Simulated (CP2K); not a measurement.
Two runs for the C K edge of 4-mercaptopyridine. Run A: CP2K XAS_TDP, all-electron GAPW, PBEh(45%), aug-cc-pVDZ, TDA, no relativity. Run B has a fault in its input.

First lines with a strength over 0.0015. A:

```csv
atom,energy (eV),states,"strength, one atom"
C2 (bonded to 2 C and S),282.14,1,0.0586
,284.63,2,0.0334
,285.96,1,0.0045
,287.69,1,0.0020
,288.23,1,0.0032
C3 (bonded to 2 C and H),281.54,1,0.0482
,284.26,1,0.0112
,285.17,1,0.0032
,286.18,1,0.0015
,286.25,1,0.0053
"C4 (bonded to C, N and H)",281.71,1,0.0570
,285.29,1,0.0107
,285.98,1,0.0021
,286.81,1,0.0039
,286.96,1,0.0042
```

B:

```csv
atom,energy (eV),states,"strength, one atom"
C2 (bonded to 2 C and S),280.92,1,0.0556
,283.32,1,0.0317
,285.53,1,0.0082
,288.11,1,0.0072
,288.80,1,0.0112
C3 (bonded to 2 C and H),280.20,1,0.0475
,283.54,1,0.0077
,285.13,1,0.0120
,286.04,1,0.0126
,286.75,1,0.0083
"C4 (bonded to C, N and H)",280.42,1,0.0539
,285.01,1,0.0032
,285.89,1,0.0209
,286.92,1,0.0186
,287.27,1,0.0070
```

Q: What went wrong in run B?

The basis is far too small (basis from aug-cc-pVDZ to 3-21G*). Against PBEh(45%) in aug-cc-pVDZ, the leading lines move by -1.22 eV (C2, to 280.92), -1.34 eV (C3, to 280.20) and -1.29 eV (C4, to 280.42); the strength of C2's goes from 0.0586 to 0.0556. The next line of C2 over the strength cut lies 2.40 eV higher, against 2.49. Another fault could leave a like mark.

[Banner, clock and machine lines of the logs are left out without a mark of their own.]

[Logs are printed without paths, hosts, clocks, repeated set-up lines and the standing remarks that a program may print on its own settings, such as how far it seeks lower states.]

[Hosts, paths, dates, database ids (printed as entryN), source tags and the programs' standing remarks are cut or masked in the printed files.]
